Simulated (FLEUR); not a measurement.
# Fixed-spin-moment curve of MnZn with FLEUR

Aim: the energy of MnZn as a function of its total spin moment.

Program: FLEUR MaX-R8.1. Level of theory: LDA (VWN); all-electron FLAPW, Dirac cores, scalar-relativistic bands. Results are calculated unless marked as measured.

### 1. The starting structure

It takes space group Pm-3m (No. 221, cubic). The conventional cell has a = 3.070 Å, b = 3.070 Å, c = 3.070 Å, α = 90.00°, β = 90.00°, γ = 90.00°. Mn has 8 Zn at 2.66 Å nearest. Zn has 8 Mn at 2.66 Å nearest. Farther neighbours are not listed.

### 2. The free run

The free run tells which range of moments is worth scanning.

inpgen writes inp.xml from crystal.txt; cutoffs, mixing, functional, smearing and local orbitals are then set in the file. The k list default-1 (kpts.xml, not shown) is a Γ-centred 10×10×10 mesh; where the ranks do not divide the number of points, some are split in two of half the weight.

Input file inp.xml:

```
<?xml version="1.0" encoding="UTF-8" standalone="no"?>
<fleurInput fleurInputVersion="0.39">
   <comment>
      MnZn
   </comment>
   <calculationSetup>
      <cutoffs Kmax="3.6" Gmax="10.8" GmaxXC="10.8" numbands="0"/>
      <scfLoop itmax="90" minDistance="0.00002" maxIterBroyd="15" imix="Anderson" alpha="0.05" precondParam="0.0" spinf="2.0" sdNocoIR="T"/>
      <coreElectrons ctail="T" frcor="F" kcrel="0" coretail_lmax="0"/>
      <xcFunctional name="vwn" relativisticCorrections="F"/>
      <magnetism jspins="2"/>
      <soc l_soc="F" theta="0.0" phi="0.0" spav="F"/>
      <expertModes spex="0" secvar="F"/>
      <geometryOptimization l_f="F" forcealpha="1.0" forcemix="BFGS" epsdisp="0.00001" epsforce="0.00001"/>
      <ldaU l_linMix="F" mixParam="0.05" spinf="1.0"/>
   </calculationSetup>
   <cell>
      <bzIntegration valenceElectrons="27.0" mode="hist" fermiSmearingEnergy="0.00110248">
         <kPointListSelection listName="default-1"/>
         <xi:include xmlns:xi="http://www.w3.org/2001/XInclude" href="kpts.xml"> </xi:include>
      </bzIntegration>
      <xi:include xmlns:xi="http://www.w3.org/2001/XInclude" href="sym.xml"> </xi:include>
      <bulkLattice scale="1.0">
         <bravaisMatrix>
            <row-1>    5.8014592025219995     0.0000000000000000     0.0000000000000000</row-1>
            <row-2>    0.0000000000000000     5.8014592025219995     0.0000000000000000</row-2>
            <row-3>    0.0000000000000000     0.0000000000000000     5.8014592025219995</row-3>
         </bravaisMatrix>
      </bulkLattice>
   </cell>
   <atomSpecies>
      <species name="Manganese 3.500" element="Mn" atomicNumber="25">
         <mtSphere radius="2.45" gridPoints="811" logIncrement="0.015"/>
         <atomicCutoffs lmax="10" lnonsphr="8"/>
         <electronConfig flipSpins="F">
            <coreConfig>(1s1/2) (2s1/2) (2p1/2) (2p3/2)</coreConfig>
            <valenceConfig>(3s1/2) (3p1/2) (3p3/2) (4s1/2) (3d3/2) (3d5/2)</valenceConfig>
            <stateOccupation state="(3d3/2)" spinUp="1.25" spinDown="0.75"/>
            <stateOccupation state="(3d5/2)" spinUp="3.0" spinDown="0.0"/>
         </electronConfig>
         <energyParameters s="4" p="4" d="3" f="4"/>
         <lo type="SCLO" l="0" n="3" eDeriv="0"/>
         <lo type="SCLO" l="1" n="3" eDeriv="0"/>
      </species>
      <species name="Zinc (Zn)" element="Zn" atomicNumber="30">
         <mtSphere radius="2.45" gridPoints="811" logIncrement="0.015"/>
         <atomicCutoffs lmax="10" lnonsphr="8"/>
         <electronConfig flipSpins="F">
            <coreConfig>(1s1/2) (2s1/2) (2p1/2) (2p3/2) (3s1/2) (3p1/2) (3p3/2)</coreConfig>
            <valenceConfig>(4s1/2) (3d3/2) (3d5/2)</valenceConfig>
         </electronConfig>
         <energyParameters s="4" p="4" d="3" f="4"/>
      </species>
   </atomSpecies>
   <atomGroups>
      <atomGroup species="Manganese 3.500">
         <relPos label="                   1">.0000000000 .0000000000 .0000000000</relPos>
         <force calculate="T" relaxXYZ="TTT"/>
      </atomGroup>
      <atomGroup species="Zinc (Zn)">
         <relPos label="                   2">1.000/2.000 1.000/2.000 1.000/2.000</relPos>
         <force calculate="T" relaxXYZ="TTT"/>
      </atomGroup>
   </atomGroups>
   <output dos="F" band="F" slice="F">
      <bandDOS minEnergy="-.5*Htr" maxEnergy="0.5*Htr" sigma="0.015" storeEVData="T"/>
      <plotting iplot="0" polar="F">
         <plot TwoD="T" vec1="  1.0  0.0  0.0" vec2="  0.0  1.0  0.0" vec3="  0.0  0.0  1.0" zero="  0.0  0.0  0.0" file="plot"/>
      </plotting>
      <moessbauerParams electricFieldGradient="F" isomerShift="F" coreHyperfine="F" valenceHyperfine="F"/>
   </output>
</fleurInput>
```

Input file crystal.txt:

```
MnZn
&input film=F cartesian=F /
3.07000000000  0.00000000000  0.00000000000
0.00000000000  3.07000000000  0.00000000000
0.00000000000  0.00000000000  3.07000000000
1.8897261246
1.0 1.0 1.0

2
25 0.00000000000  0.00000000000  0.00000000000 : 3.500
30 0.50000000000  0.50000000000  0.50000000000

&kpt div1=10 div2=10 div3=10 gamma=T /
```

Started as:

```
> OMP_NUM_THREADS=1 inpgen -f crystal.txt > inpgen.log  # inp.xml is then edited as shown
> OMP_NUM_THREADS=1 mpirun -n 4 fleur_MPI > fleur.log
```

What it wrote:

```text
Welcome to FLEUR        (www.flapw.de)
      MaX-Release 8.1          (www.max-centre.eu)

 ========== k-point set info ==========
 Selected k-point list: default-1
 k-point list type: mesh
 10 x 10 x 10
 Number of k points: 56

 ------------Calculation Setup---------------------------
 Number of MPI-tasks      :            4
 Number of PE/node        :            4
 Number of OMP-threads    :            1
 k-points in parallel     :            4
 pe's per k-point         :            1
 No of k-point loops      :           14
 Eigenvalue solver        :       lapack
 Number of basis functions:          183
 Approximate size of matrices (H+S) per k-point:         0.000 GB
 --------------------------------------------------------
 Iteration:     1   Distance:      16.12588432 me/bohr^3
 Iteration:     2   Distance:      11.42655203 me/bohr^3
 Iteration:     3   Distance:       5.03376279 me/bohr^3
 Iteration:     4   Distance:       4.29473888 me/bohr^3
 Iteration:     5   Distance:       2.69507894 me/bohr^3
 Iteration:     6   Distance:       1.96884429 me/bohr^3
 Iteration:     7   Distance:       1.51741872 me/bohr^3
 Iteration:     8   Distance:       0.32378344 me/bohr^3
 Iteration:     9   Distance:       0.39015268 me/bohr^3
 Iteration:    10   Distance:       0.13695118 me/bohr^3
 Iteration:    11   Distance:       0.13540475 me/bohr^3
 Iteration:    12   Distance:       0.02108825 me/bohr^3
 Iteration:    13   Distance:       0.02454312 me/bohr^3
 Iteration:    14   Distance:       0.00644828 me/bohr^3
 Iteration:    15   Distance:       0.00261488 me/bohr^3
 Iteration:    16   Distance:       0.00252742 me/bohr^3
 Iteration:    17   Distance:       0.00124816 me/bohr^3
 Iteration:    18   Distance:       0.00047124 me/bohr^3
 Iteration:    19   Distance:       0.00018660 me/bohr^3
 Iteration:    20   Distance:       0.00006190 me/bohr^3
 Iteration:    21   Distance:       0.00004246 me/bohr^3
 Iteration:    22   Distance:       0.00002616 me/bohr^3
 Iteration:    23   Distance:       0.00000233 me/bohr^3

 ********************************************************************
 Run finished successfully
 Stop message:
   all done
 ********************************************************************

--- out.xml (last complete iteration) ---
<iteration numberForCurrentRun="   23" overallNumber="   23">
         <energyParameters units="Htr">
            <atomicEP atomType="1" spin="1" branch="4s" branchLowest="-2.67" branchHighest="1.53" value="0.1455231566"/>
            <atomicEP atomType="1" spin="1" branch="4p" branchLowest="-1.52" branchHighest="2.05" value="0.2791420565"/>
            <atomicEP atomType="1" spin="1" branch="3d" branchLowest="-9.99" branchHighest="0.31" value="0.1899311036"/>
            <atomicEP atomType="1" spin="1" branch="4f" branchLowest="-9.99" branchHighest="3.02" value="0.5914082993"/>
            <loAtomicEP atomType="1" spin="1" branch="3s" branchLowest="-26.77" branchHighest="-2.67" value="-2.6713863712"/>
            <loAtomicEP atomType="1" spin="1" branch="3p" branchLowest="-22.63" branchHighest="-1.52" value="-1.5365379121"/>
            <atomicEP atomType="2" spin="1" branch="4s" branchLowest="-4.34" branchHighest="1.03" value="0.1006983764"/>
            <atomicEP atomType="2" spin="1" branch="4p" branchLowest="-2.67" branchHighest="1.60" value="0.2748680448"/>
            <atomicEP atomType="2" spin="1" branch="3d" branchLowest="-9.99" branchHighest="0.05" value="0.0059149109"/>
            <atomicEP atomType="2" spin="1" branch="4f" branchLowest="-9.99" branchHighest="3.18" value="0.6165931967"/>
            <atomicEP atomType="1" spin="2" branch="4s" branchLowest="-2.55" branchHighest="1.61" value="0.1703711682"/>
            <atomicEP atomType="1" spin="2" branch="4p" branchLowest="-1.40" branchHighest="2.12" value="0.2991343627"/>
            <atomicEP atomType="1" spin="2" branch="3d" branchLowest="-9.99" branchHighest="0.42" value="0.2781590676"/>
            <atomicEP atomType="1" spin="2" branch="4f" branchLowest="-9.99" branchHighest="3.09" value="0.6072985311"/>
            <loAtomicEP atomType="1" spin="2" branch="3s" branchLowest="-26.72" branchHighest="-2.55" value="-2.5540494427"/>
            <loAtomicEP atomType="1" spin="2" branch="3p" branchLowest="-22.59" branchHighest="-1.40" value="-1.4224543285"/>
            <atomicEP atomType="2" spin="2" branch="4s" branchLowest="-4.34" branchHighest="1.02" value="0.0964184631"/>
            <atomicEP atomType="2" spin="2" branch="4p" branchLowest="-2.67" branchHighest="1.59" value="0.2708902101"/>
            <atomicEP atomType="2" spin="2" branch="3d" branchLowest="-9.99" branchHighest="0.05" value="0.0057649182"/>
            <atomicEP atomType="2" spin="2" branch="4f" branchLowest="-9.99" branchHighest="3.18" value="0.6129413120"/>
         </energyParameters>
         <bandgap value="0.0055792964" units="eV"/>
         <sumValenceSingleParticleEnergies value="-12.6172616550" units="Htr"/>
         <FermiEnergy value="0.2597960563" units="Htr"/>
         <valenceDensity>
            <mtCharges spin="1">
               <mtCharge atomType="1" total="8.4865682" s="1.1750951" p="3.1610633" d="4.1405353" f="0.0075971"/>
               <mtCharge atomType="2" total="5.5479299" s="0.3337942" p="0.2862641" d="4.9108309" f="0.0129950"/>
            </mtCharges>
            <mtCharges spin="2">
               <mtCharge atomType="1" total="5.3850623" s="1.1615300" p="3.1614839" d="1.0529574" f="0.0071571"/>
               <mtCharge atomType="2" total="5.6189391" s="0.3808979" p="0.3485978" d="4.8822446" f="0.0056297"/>
            </mtCharges>
            <spinDependentCharge spin="1" total="15.0263394" interstitial="0.9918413" mtSpheres="14.0344981"/>
            <spinDependentCharge spin="2" total="11.9736606" interstitial="0.9696592" mtSpheres="11.0040014"/>
            <totalCharge value="27.0000000000"/>
         </valenceDensity>
         <coreStates atomType="     1" atomicNumber=" 25" spin="1" kinEnergy="    525.1313203113" eigValSum="   -329.8344566936" lostElectrons=" 0.000000">
            <state n="1" l="0" j="0.5" energy="-235.1664450373" weight="1.0000000000"/>
            <state n="2" l="0" j="0.5" energy="-26.7691451676" weight="1.0000000000"/>
            <state n="2" l="1" j="0.5" energy="-22.8875462688" weight="1.0000000000"/>
            <state n="2" l="1" j="1.5" energy="-22.5056601100" weight="2.0000000000"/>
         </coreStates>
         <coreStates atomType="     1" atomicNumber=" 25" spin="2" kinEnergy="    525.6368807786" eigValSum="   -329.6574495615" lostElectrons=" 0.000000">
            <state n="1" l="0" j="0.5" energy="-235.1661977300" weight="1.0000000000"/>
            <state n="2" l="0" j="0.5" energy="-26.7159304417" weight="1.0000000000"/>
            <state n="2" l="1" j="0.5" energy="-22.8470371225" weight="1.0000000000"/>
            <state n="2" l="1" j="1.5" energy="-22.4641421336" weight="2.0000000000"/>
         </coreStates>
         <coreStates atomType="     2" atomicNumber=" 30" spin="1" kinEnergy="    856.3007762656" eigValSum="   -512.8356202258" lostElectrons=" 0.000643">
            <state n="1" l="0" j="0.5" energy="-348.9058939442" weight="1.0000000000"/>
            <state n="2" l="0" j="0.5" energy="-42.0957691132" weight="1.0000000000"/>
            <state n="2" l="1" j="0.5" energy="-37.0716441870" weight="1.0000000000"/>
            <state n="2" l="1" j="1.5" energy="-36.1963646509" weight="2.0000000000"/>
            <state n="3" l="0" j="0.5" energy="-4.3424233023" weight="1.0000000000"/>
            <state n="3" l="1" j="0.5" energy="-2.7513057632" weight="1.0000000000"/>
            <state n="3" l="1" j="1.5" energy="-2.6379273070" weight="2.0000000000"/>
         </coreStates>
         <coreStates atomType="     2" atomicNumber=" 30" spin="2" kinEnergy="    856.2899103117" eigValSum="   -512.8307346467" lostElectrons=" 0.000647">
            <state n="1" l="0" j="0.5" energy="-348.9062171559" weight="1.0000000000"/>
            <state n="2" l="0" j="0.5" energy="-42.0950905371" weight="1.0000000000"/>
            <state n="2" l="1" j="0.5" energy="-37.0712384410" weight="1.0000000000"/>
            <state n="2" l="1" j="1.5" energy="-36.1959339146" weight="2.0000000000"/>
            <state n="3" l="0" j="0.5" energy="-4.3415001008" weight="1.0000000000"/>
            <state n="3" l="1" j="0.5" energy="-2.7505024402" weight="1.0000000000"/>
            <state n="3" l="1" j="1.5" energy="-2.6371590713" weight="2.0000000000"/>
         </coreStates>
         <allElectronCharges>
            <spinDependentCharge spin="1" total="29.0263394" interstitial="0.9924389" mtSpheres="28.0339005"/>
            <spinDependentCharge spin="2" total="25.9736606" interstitial="0.9702608" mtSpheres="25.0033998"/>
            <totalCharge value="54.9999999854"/>
         </allElectronCharges>
         <magneticMomentsInMTSpheres units="muBohr">
            <globalMagMoment atomType="1" vec="0.00000   0.00000   3.10151"/>
            <localMagMoment atomType="1" vec="0.00000   0.00000   3.10151"/>
            <globalMagMoment atomType="2" vec="0.00000   0.00000  -0.07100"/>
            <localMagMoment atomType="2" vec="0.00000   0.00000  -0.07100"/>
         </magneticMomentsInMTSpheres>
         <moessbauerParams unitsHFF="kG" unitsIS="e/bohr^3" unitsEFG="Htr/bohr^2">
         </moessbauerParams>
         <totalEnergy value="    -2949.9957196169" units="Htr">
            <sumOfEigenvalues value="    -1697.7755227826">
               <coreElectrons value="-1685.1582611276"/>
               <valenceElectrons value="-12.6172616550"/>
            </sumOfEigenvalues>
            <densityCoulombPotentialIntegral value="-4536.2893113270"/>
            <densityEffectivePotentialIntegral value="-4693.9747507416"/>
            <chargeDenXCDenIntegral value="-119.1056610054"/>
            <FockExchangeEnergyValence value="0.0000000000"/>
            <FockExchangeEnergyCore value="0.0000000000"/>
            <atomTypeDependentContributions atomType="1">
               <electronNucleiInteractionDifferentMTs value="1379.4917059683"/>
               <MadelungTerm value="-9.0515631040"/>
            </atomTypeDependentContributions>
            <atomTypeDependentContributions atomType="2">
               <electronNucleiInteractionDifferentMTs value="2161.0880952796"/>
               <MadelungTerm value="-9.3132665551"/>
            </atomTypeDependentContributions>
            <tkbTimesEntropy value="0.0000686635"/>
            <freeEnergy value="-2949.9957882803"/>
            <extrapolationTo0K value="-2949.9957539486"/>
         </totalEnergy>
         <densityConvergence units="me/bohr^3">
            <chargeDensity spin="1" distance="0.0000009501"/>
            <chargeDensity spin="2" distance="0.0000015748"/>
            <overallChargeDensity distance="0.0000023297"/>
            <spinDensity distance="0.0000011564"/>
         </densityConvergence>
      </iteration>
```

Wall time 14 s (4 MPI ranks of Arm Neoverse V1, shared host); peak memory 0.2 GiB.

Read from the output:

```
free energy                                                       : -80273.4748 eV
program's band gap on this mesh (in a metal only a level spacing) : 0.005579 eV
magnetization                                                     : 3.053 μB
final state                                                       : ferromagnetic, with opposed induced moments
largest moment                                                    : 3.102 μB
```

After 23 cycles the largest moment stands at 3.10 μB.

### 3. No spin polarisation

inp.xml: that of step 2 with these lines changed.

```diff
@@ -10,3 +10,3 @@
       <xcFunctional name="vwn" relativisticCorrections="F"/>
-      <magnetism jspins="2"/>
+      <magnetism jspins="1"/>
       <soc l_soc="F" theta="0.0" phi="0.0" spav="F"/>
@@ -31,3 +31,3 @@
    <atomSpecies>
-      <species name="Manganese 3.500" element="Mn" atomicNumber="25">
+      <species name="Manganese (Mn)" element="Mn" atomicNumber="25">
          <mtSphere radius="2.45" gridPoints="811" logIncrement="0.015"/>
@@ -37,4 +37,4 @@
             <valenceConfig>(3s1/2) (3p1/2) (3p3/2) (4s1/2) (3d3/2) (3d5/2)</valenceConfig>
-            <stateOccupation state="(3d3/2)" spinUp="1.25" spinDown="0.75"/>
-            <stateOccupation state="(3d5/2)" spinUp="3.0" spinDown="0.0"/>
+            <stateOccupation state="(3d3/2)" spinUp="1.000000" spinDown="1.000000"/>
+            <stateOccupation state="(3d5/2)" spinUp="1.500000" spinDown="1.500000"/>
          </electronConfig>
@@ -55,3 +55,3 @@
    <atomGroups>
-      <atomGroup species="Manganese 3.500">
+      <atomGroup species="Manganese (Mn)">
          <relPos label="                   1">.0000000000 .0000000000 .0000000000</relPos>
```

crystal.txt: that of step 2 with these lines changed.

```diff
@@ -9,3 +9,3 @@
 2
-25 0.00000000000  0.00000000000  0.00000000000 : 3.500
+25 0.00000000000  0.00000000000  0.00000000000
 30 0.50000000000  0.50000000000  0.50000000000
```

What it wrote:

```text
[banner, memory and clock lines left out]
Welcome to FLEUR        (www.flapw.de)
      MaX-Release 8.1          (www.max-centre.eu)

 ========== k-point set info ==========
 Selected k-point list: default-1
 k-point list type: mesh
 10 x 10 x 10
 Number of k points: 56

 [... set-up left out ...]
 Iteration:     1   Distance:      19.32677068 me/bohr^3
 Iteration:     2   Distance:      12.59012411 me/bohr^3
 Iteration:     3   Distance:       6.13084602 me/bohr^3
 Iteration:     4   Distance:       6.39638362 me/bohr^3
 Iteration:     5   Distance:       4.73988609 me/bohr^3
 Iteration:     6   Distance:       1.72956182 me/bohr^3
 Iteration:     7   Distance:       0.94815132 me/bohr^3
 Iteration:     8   Distance:       0.29454581 me/bohr^3
 Iteration:     9   Distance:       0.19791897 me/bohr^3
 Iteration:    10   Distance:       0.01860075 me/bohr^3
 Iteration:    11   Distance:       0.03684915 me/bohr^3
 Iteration:    12   Distance:       0.00123950 me/bohr^3
 Iteration:    13   Distance:       0.00128512 me/bohr^3
 Iteration:    14   Distance:       0.00008295 me/bohr^3
 Iteration:    15   Distance:       0.00001945 me/bohr^3

 ********************************************************************
 Run finished successfully
 Stop message:
   all done
 ********************************************************************

--- out.xml (last complete iteration) ---
<iteration numberForCurrentRun="   15" overallNumber="   15">
         [... left out ...]
         <bandgap value="0.0125038866" units="eV"/>
         <sumValenceSingleParticleEnergies value="-12.7267456556" units="Htr"/>
         <FermiEnergy value="0.2438397935" units="Htr"/>
         [... left out ...]
         <totalEnergy value="    -2949.9656051237" units="Htr">
            <sumOfEigenvalues value="    -1698.2076857555">
               <coreElectrons value="-1685.4809400999"/>
               <valenceElectrons value="-12.7267456556"/>
            </sumOfEigenvalues>
         [... left out ...]
            <freeEnergy value="-2949.9661734064"/>
            <extrapolationTo0K value="-2949.9658892651"/>
         </totalEnergy>
         <densityConvergence units="me/bohr^3">
            <chargeDensity spin="1" distance="0.0000194534"/>
         </densityConvergence>
      </iteration>
```

Elapsed: 5 s, on 4 MPI ranks; peak memory 0.17 GiB.

Numbers from this step:

| Item | Value |
| --- | --- |
| free energy | -80272.6690 eV |
| program's band gap on this mesh (in a metal only a level spacing) | 0.01250 eV |
| final state | non-magnetic (no spin polarisation) |

Its energy lies +805.9 meV a cell from the free run's.

[end of part 1 of 2]

[Logs and program files are shortened in this print: banners, set-up blocks, solver, clock and traceback lines can be left out without a mark of their own.]

[Logs are printed without paths, hosts, clocks, repeated set-up lines and the standing remarks that a program may print on its own settings, such as how far it seeks lower states.]

[Hosts, paths, dates, database ids (printed as entryN), source tags and the programs' standing remarks are cut or masked in the printed files.]

[Where a cell is said to come from a database of computed structures, the database is the Materials Project.]
